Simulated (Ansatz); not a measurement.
# KSrBr3 (built on the sites of a database entry of CsPbBr3): following an unstable mode, part 2 of 3

Wanted: the energy along a soft mode of KSrBr3 (built on the sites of a database entry of CsPbBr3) and the structure at the end.

Ansatz 0.2.0; DFT PBEsol, scalar-relativistic, plane waves, PseudoDojo norm-conserving pseudopotentials.

So far, highest frequency on the path or at a solved wavevector (cm⁻¹): step 2 (response at finite wavevector) 209. Also lowest frequency on the path (cm⁻¹): step 2 -55.5.

The structure was built from a prototype and need not be the compound's stable phase.

## Step 6: Relaxation from the frozen mode

Starting from the lowest point found, all atoms and the cell are let go, so that strain and other modes of the same symmetry can join in.

Contents of input.yaml:

```yaml
crystal:
  lattice:
    - [5.8733190708, 0.0, 0.0]
    - [0.0, 5.8733190708, 0.0]
    - [0.0, 0.0, 5.8733190708]
  atoms:
    - { symbol: K, position: [0.0, -0.0722358284, -0.0722358284] }
    - { symbol: Sr, position: [0.5, 0.4976466696, 0.4976466696] }
    - { symbol: Br, position: [0.0, 0.5191309765, 0.5191309765] }
    - { symbol: Br, position: [0.5, -0.0003352297, 0.5191309765] }
    - { symbol: Br, position: [0.5, 0.5191309765, -0.0003352297] }
kpoints:
  mp_grid: { grid: [4, 4, 4] }
hamiltonian:
  xc: pbesol
  pseudopotentials: { kind: nc, accuracy: standard }
scf:
  occupations: { method: fixed }
output:
  forces: true
  stress: true
  eigenvalues: true
relax:
  adjacent_minimum: "off"
  f_tol: 0.002
  max_steps: 120
  cell: { stress_tol: 0.03 }
```

Launch:

```
ansatz run input.yaml --threads 8 --pin off --max-ram 14336MiB --backend cpu --events-out ev --progress --plain --runs-dir out
```

Numbers of over 12 decimals in the logs are rounded to 6 here.

The program printed:

```text
[...]
Crystal: 5 atoms, lattice volume = 202.605 Å³
Basis set: ecut = 1006.821291 eV, 14771 PW (Γ), exchange–correlation on 128×128×128 points (8 copies of the dense FFT grid, shifted against one another)
Bands: 25, of which v1, the nominal top of the filled ones, is band 20 counted from 1 (19 counted from 0)
Symmetry: 4 space group operations
[...]
k-points: 21 of 64 (time reversal used)
[...]
SCF iter   1: F=—  HF=-3041.189112 eV  |F-HF|=—  |Δ(HF+E_count)|=         —  Δρ=3.27e-2  dr2=4.29e0  ethr=3.10e-3  ⟨swp⟩=9.4  Hψ=3141  notcnv=0  defer=52
[...]
SCF iter   9: F=-3039.309464 eV  HF=-3039.309464 eV  |F-HF|=1.97e-8  |Δ(HF+E_count)|=   1.41e-7  Δρ=2.79e-6  dr2=1.67e-8  ethr=2.50e-10  ⟨swp⟩=23.1  Hψ=5481  notcnv=0
SCF 1 converged in 9 iterations: F = -3039.309464 eV  dr2 = 1.67e-8
relax step   1: F+E_penalty+E_count = -3039.30946439 eV  Δ(F+E_penalty+E_count) = +0.000e0 eV  max|allowed force component| = 8.892e-2 eV/Å  Δτ_max = 0.0000 Å  P = +0.177 GPa  Ω = 202.605 Å³  (9 SCF iters, dr2 threshold 1.00e-7 eV, accepted)
Crystal: 5 atoms, lattice volume = 205.281 Å³
Basis set: ecut = 1006.821291 eV, 14903 PW (Γ), exchange–correlation on 128×128×128 points (8 copies of the dense FFT grid, shifted against one another)
[...]
iter 1 solved again at ethr=2.31e-5 eV; its pass at ethr=3.10e-3 eV (dr2=9.23e-3 eV) is discarded
[...]
SCF iter   5: F=-3039.324376 eV  HF=-3039.324376 eV  |F-HF|=3.78e-7  |Δ(HF+E_count)|=   2.25e-6  Δρ=1.20e-5  dr2=3.45e-7  ethr=1.24e-9  ⟨swp⟩=19.7  Hψ=5287  notcnv=0
SCF 2 converged in 5 iterations: F = -3039.324376 eV  dr2 = 3.45e-7
relax step   2: F+E_penalty+E_count = -3039.32437641 eV  Δ(F+E_penalty+E_count) = -1.491e-2 eV  max|allowed force component| = 9.162e-2 eV/Å  Δτ_max = 0.0563 Å  P = -0.038 GPa  Ω = 205.281 Å³  energy of the carried Pulay correction = -3.142e-5 eV  (5 SCF iters, dr2 threshold 4.94e-7 eV, accepted)
Crystal: 5 atoms, lattice volume = 206.536 Å³
Basis set: ecut = 1006.821291 eV, 14997 PW (Γ), exchange–correlation on 128×128×128 points (8 copies of the dense FFT grid, shifted against one another)
[...]
SCF iter   6: F=-3039.358503 eV  HF=-3039.358503 eV  |F-HF|=2.65e-7  |Δ(HF+E_count)|=   6.28e-6  Δρ=1.34e-5  dr2=3.70e-7  ethr=1.25e-9  ⟨swp⟩=20.0  Hψ=5268  notcnv=0
SCF 3 converged in 6 iterations: F = -3039.358503 eV  dr2 = 3.70e-7
relax step   3: F+E_penalty+E_count = -3039.35850331 eV  Δ(F+E_penalty+E_count) = -3.413e-2 eV  max|allowed force component| = 4.742e-2 eV/Å  Δτ_max = 0.1930 Å  P = +0.034 GPa  Ω = 206.536 Å³  energy of the carried Pulay correction = -4.602e-5 eV  (6 SCF iters, dr2 threshold 5.00e-7 eV, accepted)
[...]
relax step   4: F+E_penalty+E_count = -3039.35793145 eV  Δ(F+E_penalty+E_count) = +5.719e-4 eV  max|allowed force component| = 8.548e-2 eV/Å  Δτ_max = 0.1900 Å  P = -0.060 GPa  Ω = 209.499 Å³  energy of the carried Pulay correction = -8.012e-5 eV  (7 SCF iters, dr2 threshold 1.41e-7 eV, rejected (line search))
[...]
relax step   5: F+E_penalty+E_count = -3039.36787932 eV  Δ(F+E_penalty+E_count) = -9.376e-3 eV  max|allowed force component| = 2.110e-2 eV/Å  Δτ_max = 0.0950 Å  P = -0.010 GPa  Ω = 207.771 Å³  energy of the carried Pulay correction = -6.029e-5 eV  (9 SCF iters, accepted)
[...]
relax step   6: F+E_penalty+E_count = -3039.36818007 eV  Δ(F+E_penalty+E_count) = -3.007e-4 eV  max|allowed force component| = 1.694e-2 eV/Å  Δτ_max = 0.0302 Å  P = -0.006 GPa  Ω = 207.734 Å³  energy of the carried Pulay correction = -5.987e-5 eV  (6 SCF iters, dr2 threshold 2.78e-8 eV, accepted)
[...]
relax step   7: F+E_penalty+E_count = -3039.36849518 eV  Δ(F+E_penalty+E_count) = -3.151e-4 eV  max|allowed force component| = 1.466e-3 eV/Å  Δτ_max = 0.0114 Å  P = +0.002 GPa  Ω = 207.726 Å³  energy of the carried Pulay correction = -5.977e-5 eV  (6 SCF iters, dr2 threshold 1.79e-8 eV, accepted)
[...]
relax step   8: F+E_penalty+E_count = -3039.36849799 eV  Δ(F+E_penalty+E_count) = -2.802e-6 eV  max|allowed force component| = 1.475e-3 eV/Å  Δτ_max = 0.0021 Å  P = -0.001 GPa  Ω = 207.777 Å³  energy of the carried Pulay correction = -6.036e-5 eV  (7 SCF iters, accepted)
[...]
SCF iter   1: F=—  HF=-3039.368394 eV  |F-HF|=—  |Δ(HF+E_count)|=         —  Δρ=1.99e-5  dr2=8.45e-8  ethr=1.51e-6  ⟨swp⟩=5.1  Hψ=4456  notcnv=0  defer=62
eigensolver tolerance schedule: the retry pair's looser diagonalisation over-reported the residual by 7169.66 of it (diagonalisation noise at an unbounded share of the residual, at the tolerance the schedule requests for it); recorded, not acted on — ethr = c·dr2/N_el stays at c = 1.0e-1
[...]
SCF iter   2: F=—  HF=-3039.368607 eV  |F-HF|=—  |Δ(HF+E_count)|=   2.13e-4  Δρ=1.06e-5  dr2=3.25e-8  ethr=2.11e-10  ⟨swp⟩=4.7  Hψ=1724  notcnv=0  defer=62
[...]
SCF iter   7: F=-3039.368608 eV  HF=-3039.368608 eV  |F-HF|=2.73e-12  |Δ(HF+E_count)|=    0.00e0  Δρ=3.45e-8  dr2=2.50e-12  ethr=1.00e-12  ⟨swp⟩=24.8  Hψ=5753  notcnv=0
SCF 9 converged in 7 iterations: F = -3039.368608 eV  dr2 = 2.50e-12
relax step   9: F+E_penalty+E_count = -3039.36860751 eV  Δ(F+E_penalty+E_count) = -1.095e-4 eV  max|allowed force component| = 1.473e-3 eV/Å  Δτ_max = 0.0000 Å  P = -0.000 GPa  Ω = 207.777 Å³  stress off target by 1.61e-3 GPa  SCF on the basis re-selected at this cell (its energy is not comparable with the rows above)  (7 SCF iters)
basis re-selected at this cell: Δ(F+E_penalty+E_count) = -1.095e-4 eV, ΔP = +0.001 GPa vs the last step (what re-selecting the basis moved, of the pressure what is left beyond the Pulay correction that the steps carried, after the strain that the cell walked since its last selection, with what the two solves' SCF thresholds leave and, on support functions, any second-order correction that the steps lacked; it is no m [...]
SCF converged after 7 iterations
Free energy (F): -3039.368608 eV
[...]
Internal energy: -3039.368608 eV  (E = F + TS)
E sigma→0 (E₀):  -3039.368608 eV
Fermi energy:    0.977232 eV
[...]
--- Forces (eV/Å), atoms counted from 1 ---
  atom   1  K     -0.00000000     0.00000090     0.00000090
  atom   2  Sr     0.00000000    -0.00138506    -0.00138506
  atom   3  Br    -0.00000000    -0.00004339    -0.00004339
  atom   4  Br    -0.00000000     0.00147350    -0.00004476
  atom   5  Br    -0.00000000    -0.00004476     0.00147350
  max |Σ_I F_I| component: 1.19e-6 eV/Å
--- Stress (GPa, compression-positive) ---
       -0.000944      -0.000000      -0.000000
       -0.000000      -0.000011       0.001603
       -0.000000       0.001603      -0.000011
  P = ⅓ Tr σ = -0.0003 GPa (-0.003 kbar)
--- Band table (eV; the first three rows and the last of 21) ---
  k-point 0: bands = [... 16 lower, 0.3808, 0.4531, 0.5047, 0.7852, 4.8704, 5.9095, 6.0755, 6.3591, ... 1 higher]
  k-point 1: bands = [... 16 lower, 0.2170, 0.3843, 0.4619, 0.6490, 5.4090, 5.9798, 6.5161, 6.6405, ... 1 higher]
  k-point 2: bands = [... 16 lower, 0.0558, 0.3649, 0.4467, 0.5841, 6.0320, 6.3617, 6.6009, 7.1139, ... 1 higher]
  k-point 20: bands = [... 16 lower, -0.3788, 0.6524, 0.7822, 0.9623, 6.3691, 7.4468, 7.5250, 7.5347, ... 1 higher]
--- Relaxed structure (8 steps of the walk, 7 accepted, 1 SCFs on fresh bases) ---
  F+E_penalty+E_count = -3039.36860751 eV   max|allowed force component| = 1.473e-3 eV/Å   (the final SCF, on the basis selected at the relaxed cell)
  cell:  # Å, volume = 207.7766 Å³
    - [5.882140, 0, 0]
    - [0, 5.945540, 0.161706]
    - [0, 0.161706, 5.945540]
  atoms:
    - { symbol: K, position: [0, -0.114893, -0.114893] }
    - { symbol: Sr, position: [0.5, 0.504322, 0.504322] }
    - { symbol: Br, position: [0, 0.511215, 0.511215] }
    - { symbol: Br, position: [0.5, 0.00649241, 0.556202] }
    - { symbol: Br, position: [0.5, 0.556202, 0.00649241] }
```

Elapsed: 80 s, on 8 threads of Arm Neoverse N1, shared host; peak memory 1.4 GiB.

Relaxation path:

```
step  energy less that of the first step (eV)  largest force component (eV/Å)  pressure (GPa)  volume (Å³)
   1                                   0.0000                          0.0889            0.18       202.61
   2                                  -0.0149                          0.0916           -0.04       205.28
   3                                  -0.0490                          0.0474            0.03       206.54
   4                                  -0.0485                          0.0855           -0.06       209.50
   5                                  -0.0584                          0.0211           -0.01       207.77
   6                                  -0.0587                          0.0169           -0.01       207.73
   7                                  -0.0590                          0.0015            0.00       207.73
   8                                  -0.0590                          0.0015            0.00       207.78
  9*                                  -0.0591                          0.0015            0.00       207.78
```

Relaxation steps marked * repeat the geometry before them on a plane-wave basis chosen anew for their cell, so energy and pressure can jump there. Relaxation step 4 was tried and not accepted.

Forces are held to the 4 operations that the run works with; a distortion that breaks them can't arise in this run.

```
conventional cell, symmetrised  before  after  change
                         a (Å)   5.873  5.882  +0.2 %
                         b (Å)   8.306  8.180  -1.5 %
                         c (Å)   8.306  8.637  +4.0 %
              volume (Å³/atom)   40.52  41.56  +2.6 %
```

The atoms that moved most (Å, as changes of fractional coordinates times the final cell):

```
atom     dx      dy      dz  length
  K1  0.000  -0.261  -0.261   0.368
 Br4  0.000   0.047   0.222   0.226
 Br5  0.000   0.222   0.047   0.226
 Br3  0.000  -0.048  -0.048   0.068
 Sr2  0.000   0.041   0.041   0.058
```

The relaxed structure:

```xyz
5
Lattice="5.8821 0.0000 0.0000 0.0000 5.9455 0.1617 0.0000 0.1617 5.9455" Properties=species:S:1:pos:R:3 pbc="T T T"
K     0.0000   -0.7017   -0.7017
Sr    2.9411    3.0800    3.0800
Br    0.0000    3.1221    3.1221
Br    2.9411    0.1285    3.3080
Br    2.9411    3.3080    0.1285
```

This step gave:

| Item | Value |
| --- | --- |
| pressure | -3.22e-4 GPa |
| gap on the k-mesh | 3.893 eV |
| volume per atom | 41.56 Å³ |

The distorted start has space group Amm2; the relaxation ends in Amm2.

## Step 7: The new phase in its own primitive cell

The relaxed structure is symmetrised, reduced to its primitive cell and relaxed tightly, as its phonons need.

input.yaml, the sections that differ from step 6:

```yaml
crystal:
  lattice:
    - [5.8821398516, 0.0, 0.0]
    - [0.0, 4.0897882805, 4.3184746689]
    - [0.0, -4.0897882805, 4.3184746689]
  atoms:
    - { symbol: K, position: [0.0, 0.8851065294, 0.8851065294] }
    - { symbol: Sr, position: [0.5, 0.5043217595, 0.5043217595] }
    - { symbol: Br, position: [0.0, 0.5112152234, 0.5112152234] }
    - { symbol: Br, position: [0.5, 0.0064924146, 0.5562016376] }
    - { symbol: Br, position: [0.5, 0.5562016376, 0.0064924146] }
relax:
  adjacent_minimum: "off"
  f_tol: 0.001
  max_steps: 60
  cell: { stress_tol: 0.01 }
# kpoints, hamiltonian, scf, output: as in step 6
```

The program printed:

```text
[...]
Crystal: 5 atoms, lattice volume = 207.777 Å³
Basis set: ecut = 1006.821291 eV, 15073 PW (Γ), exchange–correlation on 128×128×128 points (8 copies of the dense FFT grid, shifted against one another)
Bands: 25, of which v1, the nominal top of the filled ones, is band 20 counted from 1 (19 counted from 0)
Symmetry: 4 space group operations
[...]
cell:  # Å, volume = 207.7731 Å³
    - [5.882073, 0.0, 0.0]
    - [0.0, 4.089628, 4.318621]
    - [0.0, -4.089628, 4.318621]
  atoms:
    - { symbol: K, position: [0.0, 0.885097, 0.885097] }
    - { symbol: Sr, position: [0.5, 0.504313, 0.504313] }
    - { symbol: Br, position: [0.0, 0.511214, 0.511214] }
    - { symbol: Br, position: [0.5, 0.00652319, 0.556191] }
    - { symbol: Br, position: [0.5, 0.556191, 0.00652319] }
[key lines of the parts left out:]
SCF converged after 10 iterations
Free energy (F): -3039.368608 eV
Fermi energy:    0.977242 eV
P = ⅓ Tr σ = 0.0000 GPa (0.000 kbar)
```

Wall time 29 s (8 threads); peak memory 1.4 GiB.

Little changed from the start: no atom moved by 0.005 Å and no cell edge by 0.1 %.

This step gave:

| Quantity | Value |
| --- | --- |
| pressure | 3.96e-5 GPa |
| volume per atom | 41.55 Å³ |
| direct gap on mesh | 4.085 eV |

The largest force component left is 0.67 meV/Å and the pressure is 0.000 GPa, within the tolerances set. The cell now holds 41.55 Å³/atom.

(Part 2 of 3 ends here.)

[Logs are printed without paths, hosts, clocks, repeated set-up lines and the standing remarks that a program may print on its own settings, such as how far it seeks lower states.]

[Hosts, paths, dates, database ids (printed as entryN), source tags and the programs' standing remarks are cut or masked in the printed files.]
